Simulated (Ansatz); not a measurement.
# Ge2Sb2Te5 (P-3m1): G0W0 under other settings

Aim: change settings of a G0W0 run on Ge2Sb2Te5 (P-3m1) and see what moves.

Program: Ansatz 0.2.0. Level of theory: G0W0 on PBE, plane waves, PAW; PAW set soft_1. Results are calculated unless marked as measured.

**1. Starting point**

Symmetry: P-3m1, No. 164, trigonal system. Conventional cell: a = 4.294 Å, b = 4.294 Å, c = 17.101 Å, α = 90.00°, β = 90.00°, γ = 120.00°. Nearest to Ge lie 6 Te at 3.00 to 3.04 Å. Nearest to Sb lie 6 Te at 3.01 to 3.20 Å. Te has 6 Ge at 3.04 Å nearest. Nearest to Te lie 3 Ge at 3.00 Å and 3 Sb at 3.20 Å. Nearest to Te lie 3 Sb at 3.01 Å. Farther neighbours and most contacts between anions are not listed.

The cell and positions are those that the Materials Project relaxed with its own functionals (PBE, PBE+U or r2SCAN), kept fixed. Spin-orbit coupling is left out unless a step names it.

**2. The base run: 6×6×1 mesh, 620 empty bands, screening to 100 eV, PAW set soft_1 files**

G0W0 replaces the xc potential by the self-energy, built once from these orbitals. Only a window of levels is corrected, while the sums run over the empty bands that the input names. This step takes PAW set soft_1 files.

The input, input.yaml:

```yaml
crystal:
  lattice:
    - [4.2940644248, 0.0, 0.0]
    - [-2.1470322124, 3.7187688774, 0.0]
    - [0.0, 0.0, 17.101346]
  atoms:
    - { symbol: Ge, position: [0.33333333, 0.66666667, 0.897105] }
    - { symbol: Ge, position: [0.66666667, 0.33333333, 0.102895] }
    - { symbol: Sb, position: [0.0, 0.0, 0.679932] }
    - { symbol: Sb, position: [0.0, 0.0, 0.320068] }
    - { symbol: Te, position: [0.0, 0.0, 0.0] }
    - { symbol: Te, position: [0.66666667, 0.33333333, 0.798458] }
    - { symbol: Te, position: [0.33333333, 0.66666667, 0.201542] }
    - { symbol: Te, position: [0.33333333, 0.66666667, 0.580108] }
    - { symbol: Te, position: [0.66666667, 0.33333333, 0.419892] }
kpoints:
  mp_grid: { grid: [6, 6, 1] }
hamiltonian:
  xc: pbe
  pseudopotentials: { kind: paw, azcp: { folder: soft_1 } }
scf:
  occupations: { method: fixed }
gw:
  n_empty_bands: 620
  ecut_chi: 100
  qp_bands: [v3, c3]
  qp_kpoints: band_edges
  screening: { model: contour_deformation }
```

The run is started by

```
ansatz run input.yaml --threads 2 --pin off --max-ram 92160MiB --backend cuda --events-out ev --progress --plain --runs-dir out --devices 1 --max-vram 13GiB
```

Numbers of over 12 decimals in the logs are rounded to 6 here.

What it wrote:

```text
GPUs: using 1 of 1 available (devices: 1).
Engine: ansatz 0.2.0, x86_64-unknown-linux-gnu
Pseudopotentials: kind: paw
Pseudopotential: Ge, paw, valence charge 14, recommended cutoff 420 eV (normal), soft_1/Ge.paw.azcp
Pseudopotential: Sb, paw, valence charge 15, recommended cutoff 420 eV (normal), soft_1/Sb.paw.azcp
Pseudopotential: Te, paw, valence charge 16, recommended cutoff 420 eV (normal), soft_1/Te.paw.azcp
Functional definition: PBE
  parameter kappa = 0.804
  parameter beta = 0.066725
  exchange = pbe_x(kappa = kappa, mu = beta*pi^2/3)
  correlation = pbe_c(beta = beta)
device memory: the entry about to start is reckoned to put 3.2 GiB on a device that reports 37.3 GiB free (of which the cap on the GPU budget leaves the run 13.0 GiB)
GPU FFT provider: cuFFT
GPU libraries: cuBLAS 13.8.2, cuFFT 12.4.0, cuSOLVER 12.3.4
Crystal: 9 atoms, lattice volume = 273.085 Å³
Basis set: ecut = 420 eV, 5295 PW (Γ)
Bands: 83, of which v1, the nominal top of the filled ones, is band 69 counted from 1 (68 counted from 0)
Symmetry: 12 space group operations
Space group: P-3m1 (ITA 164), of the structure as read, at distance tolerance 6.5e-5 Å
k-points: 7 of 36
Non-local potential: Ge, projectors of the file, l = 0: 2, l = 1: 2, l = 2: 3, l = 3: 1
Non-local potential: Sb, projectors of the file, l = 0: 2, l = 1: 2, l = 2: 2, l = 3: 1
Non-local potential: Te, projectors of the file, l = 0: 2, l = 1: 2, l = 2: 2, l = 3: 1
PAW form: soft (Blöchl's): semilocal exchange-correlation on the pseudo side does not see the compensation charge
PAW one-centre angular grid: Ge, 590 points (default); XC on 64 Gauss nodes
PAW one-centre angular grid: Sb, 590 points (default); XC on 64 Gauss nodes
PAW one-centre angular grid: Te, 590 points (default); XC on 64 Gauss nodes
Initial density: superposition of atomic densities (chi_scale 0.1, normalization cell, long waves kept (reshape's long-wave potential 0.31 eV rms))
Initial wavefunctions: pseudopotential atomic-orbital guess
GPU buffer pool allocated for 108000 grid points (all kernels)
GPU transforms: local potential and band sums: pruned to the plane-wave sphere, on 30×30×120
Functional: x = pbe(κ = 0.804, μ = 0.219515), c = pbe(β = 0.066725)
SCF iter   1: F=—  HF=-56460.932716 eV  |F-HF|=—  |Δ(HF+E_count)|=         —  Δρ=1.54e-2  dr2=1.05e1  ethr=3.10e-3  ⟨swp⟩=4.9  Hψ=1861  notcnv=0  defer=80
preconditioner: auto → Resta (q_TF=auto, 2.435 Å⁻¹)  ε∞=4.6  [insulator: Δε(μ)=0.115 eV  Ē_g=8.223 eV  n_scr=66 (ndim 8)  ℏωp=15.6 eV  f_vac=0.005  ε∞_Penn≈4.6]
SCF iter   2: F=—  HF=-56461.185860 eV  |F-HF|=—  |Δ(HF+E_count)|=   2.53e-1  Δρ=1.53e-2  dr2=1.73e1  ethr=3.10e-3  ⟨swp⟩=3.0  Hψ=761  notcnv=0  defer=71
[...]
E_xc         = -953.609457
  E_vxc        = -820.491784  (∫ρ·V_xc dr)
  E_paw        = -36448.575561  (= ΣΔE_a)
  E_vpaw       = -3239.112593  (= ΣTr[D̂ρ^β])
  E_aug_tail   = 0.000745  (compensation charges beyond the density's cutoff)
  E_ewald      = -13595.634202
  E_smearing   = -0.000000  (= −TS)
  E_closure    = 0.000000  (closes the sum)
  Σ components = -56460.360881   (vs F -56460.360881, Δ=0.00e0)
--- Band table (eV; the first three rows and the last of 7) ---
  k-point 0: bands = [... 65 lower, 7.9629, 8.0884, 8.3973, 9.2318, 9.5063, 9.5063, 9.5514, 10.1500, ... 10 higher]
  k-point 1: bands = [... 65 lower, 7.9096, 8.1649, 8.5658, 9.0021, 9.7827, 9.8254, 10.3519, 10.4302, ... 10 higher]
  k-point 2: bands = [... 65 lower, 7.3755, 7.8749, 8.0577, 8.4474, 10.0894, 10.1562, 10.5569, 10.7322, ... 10 higher]
  k-point 6: bands = [... 65 lower, 6.9058, 8.4562, 8.4562, 8.5653, 9.9321, 9.9321, 10.1759, 11.9024, ... 10 higher]
--- G₀W₀: contour deformation, 8 samples at zero and on the imaginary axis and 1 off it, 36 q-points, 620 empty bands' worth ---
  eigenvalues of the whole cell's RPA ε∞ on this k-mesh (on a slab, of 1 + 4πα/V) = 59.4171, 213.9455, 213.9455; static W/v taken at q = 0 is 0.007204
  bands read: the sum over 689 bands ends inside a degenerate multiplet in 1 slot, whose members it reads at an even weight; the widest, k=0: bands 689 to 690 (counted from 1) at 1/2 each
  gw.qp_kpoints: band_edges: 5 of 7 stored k-points solved, in 1 pass; an edge of the gap read off the rows below is read off those points alone
    valence top: of the k-points left out ik 2 came nearest to being solved in a further pass, in band 69 (counted from 1, as in the quasiparticle table): it holds the edge there only if its correction is more favourable than any solved in that band by at least 0.784 eV; those differ by 0.062 eV
    conduction bottom: of the k-points left out ik 2 came nearest to being solved in a further pass, in band 70 (counted from 1, as in the quasiparticle table): it holds the edge there only if its correction is more favourable than any solved in that band by at least 0.583 eV; those differ by 0.061 eV
    ik  band        ε_KS         Σx   Σc(E_QP)       V_xc       Z   E_QP_lin       E_QP  E_QP is
     0    67      8.0884   -14.3311     0.0705   -14.1373  0.7396     7.9643     7.9651  root
     0    68      8.3973   -14.3874     0.2532   -13.9764  0.7389     8.2379     8.2395  root
     0    69      9.2318   -14.4066    -0.0413   -14.2909  0.7418     9.0734     9.0749  root
     0    70      9.5063    -9.7141    -2.9002   -12.5162  0.7415     9.4086     9.4082  root
     0    71      9.5063    -9.7141    -2.9002   -12.5162  0.7415     9.4086     9.4082  root
     0    72      9.5514    -9.4169    -3.2618   -12.6244  0.7510     9.4973     9.4971  root
     1    67      8.1649   -15.3179     1.1297   -13.9314  0.7290     7.8975     7.9081  root
     1    68      8.5658   -15.2789     0.6585   -14.4269  0.7354     8.3693     8.3722  root
[...]
6    69      8.5653   -15.0921     0.6791   -14.1938  0.7363     8.3415     8.3461  root
     6    70      9.9321    -9.4197    -3.2942   -12.6519  0.7408     9.8703     9.8701  root
     6    71      9.9321    -9.4197    -3.2942   -12.6519  0.7408     9.8703     9.8701  root
     6    72     10.1759    -9.4592    -3.3610   -12.7633  0.7377    10.1192    10.1189  root
[key lines of the parts left out:]
SCF converged after 11 iterations
Free energy (F): -56460.360881 eV
Fermi energy:    9.231845 eV
```

It took 40 s on 1 × NVIDIA H100 80GB HBM3 (shared by 6 runs) with 2 threads of AMD EPYC 7R13 (Zen 3), shared host; peak memory 2.2 GiB.

The column dr2 measures how far the density is from self-consistency, as an energy; F and HF (Harris–Foulkes) agree once it is small.

Numbers from this step:

```
bands summed                                 : 689
RPA ε∞ on this mesh (eigenvalues)            : 59.42, 213.9, 213.9
plane waves in the screening matrix          : 639
q-points in the mesh                         : 36
G0W0 gap on the mesh                         : 0.3333 eV
k of the valence top                         : 0, 0, 0
k of the conduction bottom                   : 0, 0, 0
starting gap on the mesh                     : 0.2744 eV
Z at the valence top                         : 0.7418
Z at the conduction bottom                   : 0.7415
least direct G0W0 gap on the computed points : 0.3333 eV
```

The gap on the mesh goes from 0.27 eV to 0.33 eV, a correction of +0.06 eV. Between the two edge states, bare exchange in place of the xc potential would open the gap by 2.92 eV, and correlation takes back 2.86 eV.

**3. Variant: potentials**

Other atomic data (norm-conserving) test the pseudisation: the cutoff goes from 420 to 1120 eV, with the same valence electrons.

This step: G0W0 on PBE, plane waves, norm-conserving pseudopotentials.

input.yaml, as its differences from that of step 2:

```diff
@@ -19,3 +19,3 @@
   xc: pbe
-  pseudopotentials: { kind: paw, azcp: { folder: soft_1 } }
+  pseudopotentials: { kind: nc }
 scf:
```

What it wrote:

```text
GPUs: using 1 of 1 available (devices: 1).
[...]
GPU FFT provider: cuFFT
GPU libraries: cuBLAS 13.8.2, cuFFT 12.4.0, cuSOLVER 12.3.4
Crystal: 9 atoms, lattice volume = 273.085 Å³
Basis set: ecut = 1120 eV, 23199 PW (Γ)
Bands: 83, of which v1, the nominal top of the filled ones, is band 69 counted from 1 (68 counted from 0)
Symmetry: 12 space group operations
[...]
k-points: 7 of 36
[...]
GPU buffer pool allocated for 442368 grid points (all kernels)
[...]
SCF iter   1: F=—  HF=-24068.384058 eV  |F-HF|=—  |Δ(HF+E_count)|=         —  Δρ=1.61e-2  dr2=1.22e1  ethr=3.10e-3  ⟨swp⟩=5.1  Hψ=1766  notcnv=0  defer=80
[...]
SCF iter  10: F=-24067.711140 eV  HF=-24067.711140 eV  |F-HF|=4.77e-8  |Δ(HF+E_count)|=   1.64e-7  Δρ=4.32e-6  dr2=8.04e-8  ethr=7.25e-11  ⟨swp⟩=11.0  Hψ=3084  notcnv=0
SCF 1 converged in 10 iterations: F = -24067.711140 eV  dr2 = 8.04e-8
[...]
0    67      8.4682   -14.3283     0.0793   -14.1403  0.7395     8.3588     8.3594  root
     0    68      8.7815   -14.3772     0.2604   -13.9745  0.7388     8.6381     8.6393  root
     0    69      9.6183   -14.4006    -0.0309   -14.2943  0.7418     9.4800     9.4811  root
     0    70      9.8913    -9.7064    -2.8964   -12.5125  0.7413     9.8014     9.8011  root
     0    71      9.8913    -9.7064    -2.8964   -12.5125  0.7413     9.8014     9.8011  root
     0    72      9.9344    -9.4175    -3.2618   -12.6299  0.7510     9.8852     9.8850  root
     1    67      8.5502   -15.3062     1.1407   -13.9234  0.7290     8.3006     8.3081  root
     1    68      8.9501   -15.2699     0.6717   -14.4233  0.7354     8.7731     8.7752  root
[...]
6    69      8.9499   -15.0828     0.6889   -14.1925  0.7362     8.7451     8.7485  root
     6    70     10.3146    -9.4183    -3.2910   -12.6545  0.7407    10.2599    10.2597  root
     6    71     10.3146    -9.4183    -3.2910   -12.6545  0.7407    10.2599    10.2597  root
     6    72     10.5588    -9.4591    -3.3574   -12.7680  0.7376    10.5104    10.5102  root
[key lines of the parts left out:]
SCF converged after 10 iterations
Free energy (F): -24067.711140 eV
Fermi energy:    9.618281 eV
```

The job ended after 67 s (1 × NVIDIA H100 80GB HBM3 (shared by 6 runs) with 2 threads; peak memory 4 GiB; 88 s of CPU time).

The G0W0 gap on the mesh is 0.320 eV.

Against the base:

```csv
setting,base,variant
files,PAW set soft_1,norm-conserving
```

```csv
quantity,variant,base
starting gap on the mesh,0.273,0.274
G0W0 gap on the mesh,0.320,0.333
least direct G0W0 gap on the computed points,0.320,0.333
Z at the valence top,0.742,0.742
Z at the conduction bottom,0.741,0.741
```

**4. Variant: potentials**

This step: G0W0 on PBE, plane waves, PAW.

input.yaml, as its differences from that of step 3:

```diff
@@ -19,3 +19,3 @@
   xc: pbe
-  pseudopotentials: { kind: nc }
+  pseudopotentials: { kind: paw, source: ansatz }
 scf:
```

What it wrote:

```text
GPUs: using 1 of 1 available (devices: 1).
[...]
GPU FFT provider: cuFFT
GPU libraries: cuBLAS 13.8.2, cuFFT 12.4.0, cuSOLVER 12.3.4
Crystal: 9 atoms, lattice volume = 273.085 Å³
Basis set: ecut = 820 eV, 14497 PW (Γ)
Bands: 90, of which v1, the nominal top of the filled ones, is band 75 counted from 1 (74 counted from 0)
Symmetry: 12 space group operations
[...]
k-points: 7 of 36
[...]
GPU buffer pool allocated for 324000 grid points (all kernels)
[...]
SCF iter   1: F=—  HF=-62029.033072 eV  |F-HF|=—  |Δ(HF+E_count)|=         —  Δρ=1.57e-2  dr2=1.18e1  ethr=3.10e-3  ⟨swp⟩=5.0  Hψ=2105  notcnv=0  defer=80
[...]
SCF iter  13: F=-62028.385422 eV  HF=-62028.385422 eV  |F-HF|=1.53e-8  |Δ(HF+E_count)|=   1.53e-9  Δρ=8.75e-7  dr2=1.99e-8  ethr=6.67e-11  ⟨swp⟩=2.3  Hψ=1159  notcnv=0
SCF 1 converged in 13 iterations: F = -62028.385422 eV  dr2 = 1.99e-8
[...]
0    74      9.3847   -14.3842     0.2472   -13.9719  0.7388     9.2177     9.2197  root
     0    75     10.2188   -14.4022    -0.0504   -14.2844  0.7418    10.0487    10.0506  root
     0    76     10.4934    -9.7058    -2.9045   -12.5058  0.7414    10.3894    10.3889  root
     0    77     10.4934    -9.7058    -2.9045   -12.5058  0.7414    10.3894    10.3889  root
     0    78     10.5383    -9.4147    -3.2674   -12.6205  0.7510    10.4769    10.4766  root
     1    73      9.1518   -15.3125     1.1250   -13.9242  0.7291     8.8739     8.8885  root
     1    74      9.5530   -15.2747     0.6506   -14.4209  0.7353     9.3462     9.3498  root
[...]
3    73      8.6864   -14.9647     1.3035   -13.3923  0.7195     8.3983     8.4175  root ?
[...]
6    75      9.5523   -15.0878     0.6694   -14.1878  0.7362     9.3159     9.3218  root
     6    76     10.9191    -9.4142    -3.2992   -12.6446  0.7407    10.8505    10.8502  root
     6    77     10.9191    -9.4142    -3.2992   -12.6446  0.7407    10.8505    10.8502  root
     6    78     11.1630    -9.4531    -3.3667   -12.7550  0.7378    11.0984    11.0981  root
[key lines of the parts left out:]
SCF converged after 13 iterations
Free energy (F): -62028.385422 eV
Fermi energy:    10.218761 eV
```

Run time: 48 s. Hardware: 1 × NVIDIA H100 80GB HBM3 (shared by 6 runs) with 2 threads; peak memory 3.2 GiB.

The G0W0 gap on the mesh is 0.338 eV.

Against the base:

```csv
setting,base,variant
files,PAW set soft_1,hard PAW
```

```csv
quantity,variant,base
starting gap on the mesh,0.275,0.274
G0W0 gap on the mesh,0.338,0.333
least direct G0W0 gap on the computed points,0.338,0.333
Z at the valence top,0.742,0.742
Z at the conduction bottom,0.741,0.741
```

**5. Variant: frequency model**

A plasmon pole stands in for the full frequency dependence of the screening; this run shows what that costs in accuracy.

This step: G0W0 on PBE, plane waves, PAW; PAW set soft_1.

input.yaml, as its differences from that of step 4:

```diff
@@ -19,3 +19,3 @@
   xc: pbe
-  pseudopotentials: { kind: paw, source: ansatz }
+  pseudopotentials: { kind: paw, azcp: { folder: soft_1 } }
 scf:
@@ -27,2 +27,2 @@
   qp_kpoints: band_edges
-  screening: { model: contour_deformation }
+  screening: { model: godby_needs }
```

What it wrote:

```text
GPUs: using 1 of 1 available (devices: 1).
[...]
GPU FFT provider: cuFFT
GPU libraries: cuBLAS 13.8.2, cuFFT 12.4.0, cuSOLVER 12.3.4
Crystal: 9 atoms, lattice volume = 273.085 Å³
Basis set: ecut = 420 eV, 5295 PW (Γ)
Bands: 83, of which v1, the nominal top of the filled ones, is band 69 counted from 1 (68 counted from 0)
Symmetry: 12 space group operations
[...]
k-points: 7 of 36
[...]
GPU buffer pool allocated for 108000 grid points (all kernels)
[...]
SCF iter   1: F=—  HF=-56460.932716 eV  |F-HF|=—  |Δ(HF+E_count)|=         —  Δρ=1.54e-2  dr2=1.05e1  ethr=3.10e-3  ⟨swp⟩=4.9  Hψ=1861  notcnv=0  defer=80
[...]
SCF iter  11: F=-56460.360881 eV  HF=-56460.360881 eV  |F-HF|=1.31e-8  |Δ(HF+E_count)|=   1.31e-7  Δρ=1.39e-6  dr2=8.37e-9  ethr=7.25e-11  ⟨swp⟩=13.0  Hψ=2714  notcnv=0
SCF 1 converged in 11 iterations: F = -56460.360881 eV  dr2 = 8.37e-9
[...]
0    67      8.0884   -14.3311     0.0696   -14.1373  0.7825     7.9641     7.9642  root
     0    68      8.3973   -14.3874     0.2468   -13.9764  0.7798     8.2330     8.2331  root
     0    69      9.2318   -14.4066    -0.0259   -14.2909  0.7828     9.0902     9.0903  root
     0    70      9.5063    -9.7141    -2.9460   -12.5162  0.7832     9.3624     9.3623  root
     0    71      9.5063    -9.7141    -2.9460   -12.5162  0.7832     9.3624     9.3623  root
     0    72      9.5514    -9.4169    -3.2750   -12.6244  0.7878     9.4839     9.4839  root
     1    67      8.1649   -15.3179     1.0909   -13.9314  0.7774     7.8688     7.8693  root
     1    68      8.5658   -15.2789     0.6487   -14.4269  0.7784     8.3622     8.3625  root
[...]
6    69      8.5653   -15.0921     0.6746   -14.1938  0.7798     8.3414     8.3417  root
     6    70      9.9321    -9.4197    -3.3260   -12.6519  0.7844     9.8383     9.8383  root
     6    71      9.9321    -9.4197    -3.3260   -12.6519  0.7844     9.8383     9.8383  root
     6    72     10.1759    -9.4592    -3.3869   -12.7633  0.7843    10.0931    10.0931  root
[key lines of the parts left out:]
SCF converged after 11 iterations
Free energy (F): -56460.360881 eV
Fermi energy:    9.231845 eV
```

It took 42 s on 1 × NVIDIA H100 80GB HBM3 (shared by 6 runs) with 2 threads; peak memory 3 GiB; 58 s of CPU time.

The G0W0 gap on the mesh is 0.272 eV.

Against the base:

```csv
setting,base,variant
frequency model,contour deformation,plasmon pole
```

```csv
quantity,variant,base
starting gap on the mesh,0.274,0.274
G0W0 gap on the mesh,0.272,0.333
least direct G0W0 gap on the computed points,0.272,0.333
Z at the valence top,0.783,0.742
Z at the conduction bottom,0.783,0.741
```

**6. Results**

```
base            : 0.33 eV, 40 s
potentials      : 0.32 eV, 67 s
potentials      : 0.34 eV, 48 s
frequency model : 0.27 eV, 42 s
```

What this shows: Potentials: the gap moves by −0.01 eV (the plane-wave cutoff goes from 420 to 1120 eV). Potentials: the gap moves by +0.01 eV (the plane-wave cutoff goes from 420 to 820 eV). Frequency model: the gap moves by −0.06 eV. All runs here use a coarse mesh and modest cutoffs; they test settings and are not final values. The 6×6×1 mesh is coarse for this cell (its supercell is 17 Å along the shortest edge). The RPA ε∞ on it, from the PBE start, is 59.42 and 213.95; such meshes misread the long-range screening, most where the gap is narrow. With atoms this heavy and so narrow a gap, spin-orbit coupling can invert the bands. These scalar-relativistic gaps are then model values, not to be set against experiment, and a spin-orbit change taken from DFT can't simply be added. On this mesh the RPA ε∞ passes 90, more than nearly any semiconductor shows; a coarse mesh does this where one point with a narrow direct gap carries much weight. The screening is then too strong, and the G0W0 gap should not be taken as the material's.

[Paths, hosts, dates, memory and timing lines, banners, echoed tables and standing remarks are left out of the program output.]

[Logs are printed without paths, hosts, clocks, repeated set-up lines and the standing remarks that a program may print on its own settings, such as how far it seeks lower states.]

[Runs of the session that timed out or met a known fault of the program may be left out.]

[Cells called generated may have been cut or substituted from an entry of the Crystallography Open Database or the Materials Project.]

[Hosts, paths, dates, database ids (printed as entryN), source tags and the programs' standing remarks are cut or masked in the printed files.]
